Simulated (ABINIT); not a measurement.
# Quasiparticle gap of CsSnI3 (Pm-3m) in ABINIT, part 2 of 2

Wanted: ground state, empty states, screening and self-energy for CsSnI3 (Pm-3m).

ABINIT 10.8.3; PBE and many-body steps on it, plane waves. Known limits of the many-body steps: not at the basis limit; screening runs away on this mesh; no spin-orbit coupling; coarse k mesh.

So far. Step 2 (Ground state): The gap is direct, at (0.500, 0.500, 0.500). Step 3 (Bands along the symmetry lines): The gap is 0.481 eV, as in the run before at this level.

## 4. Empty states on the mesh, 2×2×2 mesh, 213 bands

Level of this step: DFT, PBE, plane waves, norm-conserving pseudopotentials (ABINIT).

The sums over transitions need many empty states on a uniform mesh; this step solves for them.

Contents of run.abi:

```
acell 3*1.0 Angstrom
rprim 
  6.286228000000 0.000000000000 0.000000000000
  0.000000000000 6.286228000000 0.000000000000
  0.000000000000 0.000000000000 6.286228000000
ntypat 3
znucl 55 50 53
natom 5
typat 1 2 3 3 3
xred 
  0.500000000000 0.500000000000 0.500000000000
  0.000000000000 0.000000000000 0.000000000000
  0.500000000000 0.000000000000 0.000000000000
  0.000000000000 0.000000000000 0.500000000000
  0.000000000000 0.500000000000 0.000000000000
pp_dirpath "pseudos"
pseudos "Cs.upf, Sn.upf, I.upf"
ecut 38
ngkpt 2 2 2
nshiftk 1
shiftk 0 0 0
kptopt 1
chksymbreak 0
iscf -2
irdden 1
istwfk *1
nband 213
nbdbuf 18
tolwfr 1e-09
nstep 60
prtvol 0
indata_prefix "in"
outdata_prefix "out"
tmpdata_prefix "tmp"
```

The run is started by

```sh
$ OMP_NUM_THREADS=2 mpirun -n 4 abinit run.abi > log
```

Numbers of over 12 decimals in the logs are rounded to 6 here.

What it wrote:

```text
.Version 10.8.3 of ABINIT. v10.8.2 released Aug 2026.

 Symmetries : space group Pm -3 m (#221); Bravais cP (primitive cubic)
[... echo of the input left out ...]
== DATASET  1 ==================================================================
-   mpi_nproc: 4, omp_nthreads: 2 (-1 if OMP is not activated)

--- !DatasetInfo
iteration_state: {dtset: 1, }
dimensions: {natom: 5, nkpt: 4, mband: 213, nsppol: 1, nspinor: 1, nspden: 1, mpw: 18805, }
cutoff_energies: {ecut:  38.0, pawecutdg:  -1.0, }
electrons: {nelect:   1.06000000E+02, charge:   0.00000000E+00, occopt:   1.00000000E+00, tsmear:   1.00000000E-02, }

 Real(R)+Recip(G) space primitive vectors, cartesian coordinates (Bohr,Bohr^-1):
 R(1)= 11.8792493  0.0000000  0.0000000  G(1)=  0.0841804  0.0000000  0.0000000
 R(2)=  0.0000000 11.8792493  0.0000000  G(2)=  0.0000000  0.0841804  0.0000000
 R(3)=  0.0000000  0.0000000 11.8792493  G(3)=  0.0000000  0.0000000  0.0841804
 Unit cell volume ucvol=  1.6763588E+03 bohr^3
 Angles (23,13,12)=  9.00000000E+01  9.00000000E+01  9.00000000E+01 degrees

 getcut: wavevector=  0.0000  0.0000  0.0000  ngfft=  72  72  72
         ecut(hartree)=     38.000   => boxcut(ratio)=   2.18417

--- Pseudopotential description ------------------------------------------------
- Cs Generated using ONCVPSP code by D. R. Hamann
- 55.00000   9.00000  171031                  znucl, zion, pspdat
12 -101130 3 -1 2414                          pspcod,pspxc,lmax,lloc,mmax
     nproj     2     2     2     2
  pspatm : epsatm=   22.81663564
         --- l  ekb(1:nproj) -->
             0    6.176104    0.756334
             1    6.263084    0.786397
             2    3.737592    0.906929
[...]
pspatm: atomic psp has been read  and splines computed

- Sn Generated using ONCVPSP code by D. R. Hamann
- 50.00000  22.00000  171031                  znucl, zion, pspdat
12 -101130 2 -1 1628                          pspcod,pspxc,lmax,lloc,mmax
     nproj     2     2     2     0
  pspatm : epsatm=   27.31087254
         --- l  ekb(1:nproj) -->
[...]
pspatm: atomic psp has been read  and splines computed

- I Generated using ONCVPSP code by D. R. Hamann
- 53.00000  25.00000  220131                  znucl, zion, pspdat
12 -101130 3 -1 1188                          pspcod,pspxc,lmax,lloc,mmax
     nproj     2     2     2     2
  pspatm : epsatm=   25.72445091
         --- l  ekb(1:nproj) -->
[...]
pspatm: atomic psp has been read  and splines computed

--------------------------------------------------------------------------------

================================================================================
 prteigrs : about to open file out_EIG
 Non-SCF case, kpt    1 (  0.00000  0.00000  0.00000), residuals and eigenvalues=
  4.48E-10  6.56E-10  4.66E-10  9.09E-10  6.00E-10  7.83E-10  6.49E-10  3.85E-10
  4.08E-10  5.60E-10  2.35E-10  5.28E-10  5.52E-10  2.04E-10  3.91E-10  4.08E-10
  1.56E-10  1.86E-10  8.48E-10  1.77E-10  9.70E-10  9.55E-10  1.95E-10  1.96E-10
[...]
1.33E-07  1.10E-06  2.32E-05  2.03E-05  3.52E-05
 -6.3230E+00 -6.3230E+00 -6.3230E+00 -4.6541E+00 -4.3727E+00 -4.3727E+00
 -4.3727E+00 -4.3688E+00 -4.3688E+00 -4.3688E+00 -4.3688E+00 -4.3688E+00
 -4.3688E+00 -3.0285E+00 -3.0285E+00 -3.0285E+00 -1.5207E+00 -1.5204E+00
[...]
1.3779E+00  1.3820E+00  1.3820E+00  1.3820E+00  1.4136E+00  1.4136E+00
  1.4137E+00  1.4275E+00  1.4275E+00  1.4276E+00  1.4320E+00  1.4320E+00
[...]
prteigrs : prtvol=0 or 1, do not print more k-points.

--- !ResultsGS
iteration_state: {dtset: 1, }
comment   : Summary of ground state results
lattice_vectors:
- [ 11.8792493,   0.0000000,   0.0000000, ]
- [  0.0000000,  11.8792493,   0.0000000, ]
- [  0.0000000,   0.0000000,  11.8792493, ]
lattice_lengths: [  11.87925,   11.87925,   11.87925, ]
lattice_angles: [ 90.000,  90.000,  90.000, ] # degrees, (23, 13, 12)
lattice_volume:   1.6763588E+03
convergence: {deltae:  0.000E+00, res2:  0.000E+00, residm:  9.992E-10, diffor:  0.000E+00, }
etotal    :  -1.18311200E+03
entropy   :   0.00000000E+00
fermie    :   1.28351255E-01
cartesian_stress_tensor: null
pressure_GPa: null
xred      :
- [  5.0000E-01,   5.0000E-01,   5.0000E-01, Cs]
- [  0.0000E+00,   0.0000E+00,   0.0000E+00, Sn]
- [  5.0000E-01,   0.0000E+00,   0.0000E+00,  I]
- [  0.0000E+00,   0.0000E+00,   5.0000E-01,  I]
- [  0.0000E+00,   5.0000E-01,   0.0000E+00,  I]
cartesian_forces: null
force_length_stats: {min: null, max: null, mean: null, }

 Integrated electronic density in atomic spheres:
 ------------------------------------------------
 Atom  Sphere_radius  Integrated_density
[...]
================================================================================

 ----iterations are completed or convergence reached----

 Mean square residual over all n,k,spin=   54.361E-11; max=  99.916E-11
 reduced coordinates (array xred) for    5 atoms
[...]
0.000000000000      0.000000000000      0.500000000000
       0.000000000000      0.500000000000      0.000000000000

 cartesian coordinates (angstrom) at end:
    1      3.143114     3.143114     3.143114
    2      0.000000     0.000000     0.000000
    3      3.143114     0.000000     0.000000
    4      0.000000     0.000000     3.143114
    5      0.000000     3.143114     0.000000
 length scales=  1.889726125908  1.889726125908  1.889726125908 bohr
              =  1.000000000000  1.000000000000  1.000000000000 angstroms
 prteigrs : about to open file out_EIG
 Eigenvalues (hartree) for nkpt=   4  k points:
 kpt#   1, nband=213, wtk=  0.12500, kpt=  0.0000  0.0000  0.0000 (reduced coord)
[...]
1.33678    1.37200    1.37400    1.37400    1.37786    1.37786    1.37786    1.38196
   1.38196    1.38196    1.41364    1.41365    1.41365    1.42754    1.42754    1.42758
   1.43204    1.43204    1.43214    1.44458    1.44483
 prteigrs : prtvol=0 or 1, do not print more k-points.

== END DATASET(S) ==============================================================
================================================================================

 -outvars: echo values of variables after computation  --------
            nband         213
             nkpt           4
          spgroup         221
 [... the other variables as echoed above ...]

 Calculation completed.
```

Elapsed: 5.1 min, on 4 MPI ranks of Arm Neoverse N1, shared host; peak memory 0.76 GiB.

Numbers from this step:

* gap: 0.4814 eV
* k of the valence top: 0.5, 0.5, 0.5
* k of the conduction bottom: 0.5, 0.5, 0.5
* least direct gap: 0.4814 eV
* k points computed: 4
* lowest point of the top converged band, above the valence top: 32.96 eV

On this mesh the gap is 0.481 eV.

## 5. Screening, 2×2×2 mesh, 195 bands, screening to 87.1 eV

The RPA dielectric matrix is built and inverted for each q.

This step: RPA screening on PBE, plane waves, norm-conserving pseudopotentials.

run.abi: that of step 4 with these lines changed.

```diff
@@ -23,10 +23,11 @@
 chksymbreak 0
-iscf -2
-irdden 1
 istwfk *1
-nband 213
-nbdbuf 18
-tolwfr 1e-09
-nstep 60
-prtvol 0
+occopt 1
+irdwfk 1
+optdriver 3
+nband 195
+ecuteps 3.2
+inclvkb 2
+awtr 1
+symchi 1
 indata_prefix "in"
```

The run is started by

```sh
$ OMP_NUM_THREADS=1 mpirun -n 8 abinit run.abi > log
```

What it wrote:

```text
.Version 10.8.3 of ABINIT. v10.8.2 released Aug 2026.

 Symmetries : space group Pm -3 m (#221); Bravais cP (primitive cubic)
[... echo of the input left out ...]
== DATASET  1 ==================================================================
-   mpi_nproc: 8, omp_nthreads: 1 (-1 if OMP is not activated)

--- !DatasetInfo
iteration_state: {dtset: 1, }
dimensions: {natom: 5, nkpt: 4, mband: 195, nsppol: 1, nspinor: 1, nspden: 1, mpw: 18805, }
cutoff_energies: {ecut:  38.0, pawecutdg:  -1.0, }
electrons: {nelect:   1.06000000E+02, charge:   0.00000000E+00, occopt:   1.00000000E+00, tsmear:   1.00000000E-02, }

 SCREENING: Calculation of the susceptibility and dielectric matrices

 Based on a program developped by R.W. Godby, V. Olevano, G. Onida, and L. Reining.
 Incorporated in ABINIT by V. Olevano, G.-M. Rignanese, and M. Torrent.
.Using double precision arithmetic ; gwpc =  8

[... cell and pseudopotentials left out ...]
--------------------------------------------------------------------------------

 ==== K-mesh for the wavefunctions ====
 Number of points in the irreducible wedge :     4
[... list of points left out ...]
 Together with 48 symmetry operations and time-reversal symmetry
 yields     8 points in the full Brillouin Zone.

 ==== Q-mesh for the screening function ====
 Number of points in the irreducible wedge :     4
[... list of points left out ...]
 Together with 48 symmetry operations and time-reversal symmetry
 yields     8 points in the full Brillouin Zone.

 setmesh: FFT mesh size selected  =    45x   45x   45
          total number of points  =        91125

 vcoul_init : cutoff-mode = AUXILIARY_FUNCTION
 q-points for optical limit:   1
     1)      0.000010    0.000020    0.000030

- screening: taking advantage of time-reversal symmetry
- Maximum band index for partially occupied states nbvw = 53
- Remaining bands to be divided among processors   nbcw = 142
- Number of bands treated by each node ~17

 Number of electrons calculated from density =  106.0000; Expected =  106.0000
 average of density, n =  0.063232
 r_s =    1.5571
 omega_plasma =   24.2563 [eV]

 calculating chi0 at frequencies [eV] :
  1    0.000000E+00    0.000000E+00
  2    0.000000E+00    2.425633E+01

--------------------------------------------------------------------------------
  q-point number  1        q = ( 0.000000, 0.000000, 0.000000) [r.l.u.]
--------------------------------------------------------------------------------
[... chi0 elements left out ...]
 For q-point:  0.000010 0.000020 0.000030
  dielectric constant = 107.1557
  dielectric constant without local fields = 133.7106

  Average fulfillment of the sum rule on Im[epsilon] for q-point    1 :     45.25  [%]
[... wings left out ...]
  q-point number  2        q = ( 0.500000, 0.000000, 0.000000) [r.l.u.]
--------------------------------------------------------------------------------
[... chi0 elements left out ...]
  Average fulfillment of the sum rule on Im[epsilon] for q-point    2 :     49.99  [%]

 [... 2 further q-points ...]
```

It took 4.3 min on 8 MPI ranks; peak memory 6.3 GiB; 35 min of CPU time.

This step gave:

```
ε∞ with local fields, on this mesh, along the program's q direction : 107.2
the same without local fields                                       : 133.7
plasma frequency                                                    : 24.26 eV
plane waves in the screening matrix                                 : 461
```

Local fields lower ε∞ by 20 %. The value itself is an artefact of the mesh, where one narrow direct gap carries too much weight.

## 6. Self-energy, 2×2×2 mesh, 195 bands, screening to 87.1 eV

The self-energy is evaluated for the states that the input lists, and the levels follow from it, in one-shot runs by the linearised quasiparticle equation.

This step: G0W0 on PBE, plane waves, norm-conserving pseudopotentials.

run.abi: that of step 5 with these lines changed.

```diff
@@ -26,8 +26,17 @@
 irdwfk 1
-optdriver 3
+optdriver 4
 nband 195
+gwcalctyp 0
+ecutsigx 38
+symsigma 1
+nkptgw 2
+kptgw 
+  0.5000000000 0.5000000000 0.5000000000
+  0.0000000000 0.0000000000 0.0000000000
+bdgw 
+  50 56
+  51 56
 ecuteps 3.2
-inclvkb 2
-awtr 1
-symchi 1
+irdscr 1
+ppmodel 1
 indata_prefix "in"
```

What it wrote:

```text
.Version 10.8.3 of ABINIT. v10.8.2 released Aug 2026.

 Symmetries : space group Pm -3 m (#221); Bravais cP (primitive cubic)
[... echo of the input left out ...]
== DATASET  1 ==================================================================
-   mpi_nproc: 8, omp_nthreads: 1 (-1 if OMP is not activated)

--- !DatasetInfo
iteration_state: {dtset: 1, }
dimensions: {natom: 5, nkpt: 4, mband: 195, nsppol: 1, nspinor: 1, nspden: 1, mpw: 18805, }
cutoff_energies: {ecut:  38.0, pawecutdg:  -1.0, }
electrons: {nelect:   1.06000000E+02, charge:   0.00000000E+00, occopt:   1.00000000E+00, tsmear:   1.00000000E-02, }

 SIGMA: Calculation of the GW corrections

 Based on a program developped by R.W. Godby, V. Olevano, G. Onida, and L. Reining.
 Incorporated in ABINIT by V. Olevano, G.-M. Rignanese, and M. Torrent.
.Using double precision arithmetic ; gwpc =  8

[... cell and pseudopotentials left out ...]
--------------------------------------------------------------------------------

 ==== K-mesh for the wavefunctions ====
 Number of points in the irreducible wedge :     4
[... list of points left out ...]
 Together with 48 symmetry operations and time-reversal symmetry
 yields     8 points in the full Brillouin Zone.

 ==== Q-mesh for screening function ====
 Number of points in the irreducible wedge :     4
[... list of points left out ...]
 Together with 48 symmetry operations and time-reversal symmetry
 yields     8 points in the full Brillouin Zone.

 vcoul_init : cutoff-mode = AUXILIARY_FUNCTION
 q-points for optical limit:   1
     1)      0.000010    0.000020    0.000030
 setmesh: FFT mesh size selected  =    72x   72x   72
          total number of points  =       373248

 Number of electrons calculated from density =  106.0000; Expected =  106.0000
 average of density, n =  0.063232
 r_s =    1.5571
 omega_plasma =   24.2563 [eV]

 === KS Band Gaps ===
  >>>> For spin  1
   Minimum direct gap =   0.4813 [eV], located at k-point      :   0.5000  0.5000  0.5000
   Fundamental gap    =   0.4813 [eV], Top of valence bands at :   0.5000  0.5000  0.5000
                                       Bottom of conduction at :   0.5000  0.5000  0.5000
 SIGMA fundamental parameters:
 PLASMON POLE MODEL  1
 number of plane-waves for SigmaX                18805
 number of plane-waves for SigmaC and W            461
 number of plane-waves for wavefunctions         18805
 number of bands                                   195
 number of independent spin polarizations            1
 number of spinorial components                      1
 number of k-points in IBZ                           4
 number of q-points in IBZ                           4
 number of symmetry operations                      48
 number of k-points in BZ                            8
 number of q-points in BZ                            8
 number of frequencies for dSigma/dE                 9
 frequency step for dSigma/dE [eV]                0.25
 number of omega for Sigma on real axis              0
 max omega for Sigma on real axis  [eV]           0.00
 zcut for avoiding poles [eV]                     0.10

 EPSILON^-1 parameters (SCR file):
 dimension of the eps^-1 matrix on file            461
 dimension of the eps^-1 matrix used               461
 number of plane-waves for wavefunctions         18805
 number of bands                                   195
 number of q-points in IBZ                           4
 number of frequencies                               2
 number of real frequencies                          1
 number of imag frequencies                          1

 matrix elements of self-energy operator (all in [eV])

 Perturbative Calculation

--- !SelfEnergy_ee
iteration_state: {dtset: 1, }
kpoint     : [   0.500,    0.500,    0.500, ]
spin       : 1
KS_gap     :    0.481
QP_gap     :    0.881
Delta_QP_KS:    0.400
data: !SigmaeeData |
     Band     E0 <VxcDFT>   SigX SigC(E0)      Z dSigC/dE  Sig(E)    E-E0       E
       50   1.957 -13.386 -16.194   2.452   0.782  -0.279 -13.664  -0.278   1.679
       51   1.957 -13.386 -16.194   2.452   0.782  -0.279 -13.664  -0.278   1.679
       52   1.957 -13.386 -16.194   2.452   0.782  -0.279 -13.664  -0.278   1.679
       53   3.493 -14.211 -15.453   1.465   0.790  -0.266 -14.035   0.177   3.669
       54   3.974 -10.553  -6.743  -3.084   0.794  -0.260  -9.977   0.576   4.550
       55   3.974 -10.553  -6.743  -3.084   0.794  -0.260  -9.977   0.576   4.550
       56   3.974 -10.553  -6.743  -3.084   0.794  -0.260  -9.977   0.576   4.550

--- !SelfEnergy_ee
iteration_state: {dtset: 1, }
kpoint     : [   0.000,    0.000,    0.000, ]
spin       : 1
KS_gap     :    4.316
QP_gap     :    4.738
Delta_QP_KS:    0.422
data: !SigmaeeData |
     Band     E0 <VxcDFT>   SigX SigC(E0)      Z dSigC/dE  Sig(E)    E-E0       E
       51   1.542 -12.998 -15.828   2.443   0.780  -0.281 -13.299  -0.302   1.240
       52   1.542 -12.998 -15.828   2.443   0.780  -0.281 -13.299  -0.302   1.240
       53   1.542 -12.998 -15.828   2.443   0.780  -0.281 -13.299  -0.302   1.240
       54   5.859  -6.224  -2.837  -3.243   0.831  -0.203  -6.104   0.120   5.978
       55   6.866  -6.273  -2.799  -3.184   0.831  -0.204  -6.032   0.241   7.106
       56   6.866  -6.273  -2.799  -3.184   0.831  -0.204  -6.032   0.241   7.106

== END DATASET(S) ==============================================================
================================================================================

 -outvars: echo values of variables after computation  --------
           etotal      0.0000000000E+00
            nband         195
             nkpt           4
          spgroup         221
 [... the other variables as echoed above ...]

 Calculation completed.
```

Wall time 42 s (8 MPI ranks); peak memory 4.6 GiB.

This step gave:

* G0W0 gap on the points computed: 0.8810 eV
* starting gap on the mesh: 0.4814 eV
* k of the valence top: 0.5, 0.5, 0.5
* k of the conduction bottom: 0.5, 0.5, 0.5
* Z at the valence top: 0.79
* Z at the conduction bottom: 0.794
* least direct G0W0 gap on the computed points: 0.8810 eV

The gap on the mesh goes from 0.48 eV to 0.88 eV, a correction of +0.40 eV.

Limits: finite bands, cutoff and mesh; no spin-orbit coupling; coarse k mesh. v1 is the top filled band, c1 the lowest empty one. The levels before and after the correction (eV, zero at the valence-band top of each column):

```tsv
	conduction bottom	valence top
Kohn-Sham	0.48	0.00
G0W0	0.88	0.00
```

```tsv
	level	energy (eV)
Kohn-Sham	(0.5 0.5 0.5) v4-v2	-1.536
Kohn-Sham	(0.5 0.5 0.5) v1	0.000
Kohn-Sham	(0.5 0.5 0.5) c1-c3	0.481
G0W0	(0.5 0.5 0.5) v4-v2	-1.990
G0W0	(0.5 0.5 0.5) v1	0.000
G0W0	(0.5 0.5 0.5) c1-c3	0.881
```

## 7. Where the time went

Times are wall times on the hardware named with each run, good to a factor of about two.

```tsv
step	time	share	memory (GiB)
ground state	5.1 min	27 %	1.6
bands along the symmetry lines	4.1 min	21 %	1.2
empty states on the mesh	5.1 min	26 %	0.76
screening	4.3 min	22 %	6.3
self-energy	42 s	4 %	4.6
```

## 8. Results

```
PBE gap              : 0.48 eV, direct
G0W0 gap on the mesh : 0.88 eV
GW settings          : 2×2×2 mesh, 195 bands, screening to 87.1 eV, Godby-Needs plasmon pole
known limits         : not at the basis limit; screening runs away on this mesh; no spin-orbit coupling; coarse k mesh
```

G0W0 moves the gap on the mesh from 0.48 eV to 0.88 eV (+0.40 eV), with Z of 0.79 and 0.79 at the edges. Local fields lower the RPA ε∞ on this mesh from 133.71 to 107.16; a Γ-centred mesh this coarse tends to raise both, most where the direct gap is narrow, while a short band sum lowers them. Only 2 of the mesh's irreducible points were corrected, so a valley elsewhere could overtake. Bands and cutoff are finite, so the gap is not at the basis limit. The miss can reach some tenths of an eV and take either sign; the mesh is an error of its own. In the G0W0 run levels were corrected at 2 k points alone, so a gap called «on the mesh» is the least over those, and an edge elsewhere would be missed. The 2×2×2 mesh is coarse for this cell, which bears on the long-range parts of exchange and screening. This is the ideal cubic cell; many perovskites, halides above all, are cubic only on average, and local tilts or off-centring can widen the gap. On this mesh the RPA ε∞ passes 90, more than nearly any semiconductor shows; a coarse mesh does this where one point with a narrow direct gap carries much weight. The screening is then too strong, and the G0W0 gap should not be taken as the material's. The many-body steps are scalar-relativistic: spin-orbit coupling is not in them.

[Paths, hosts, dates, memory and timing lines, banners, echoed tables and standing remarks are left out of the program output.]

[Logs are printed without paths, hosts, clocks, repeated set-up lines and the standing remarks that a program may print on its own settings, such as how far it seeks lower states.]

[Runs of the session that timed out or met a known fault of the program may be left out.]

[Hosts, paths, dates, database ids (printed as entryN), source tags and the programs' standing remarks are cut or masked in the printed files.]

[G0W0 gaps are taken among the corrected bands and points alone; a level outside them can change the order at an edge.]

[Where Ansatz stands beside ABINIT at settings called matched, ABINIT's density can come from a denser mesh and the files from another edition; pairs whose starting gaps differed by over 0.03 eV were left out, so agreement reads better than it is.]
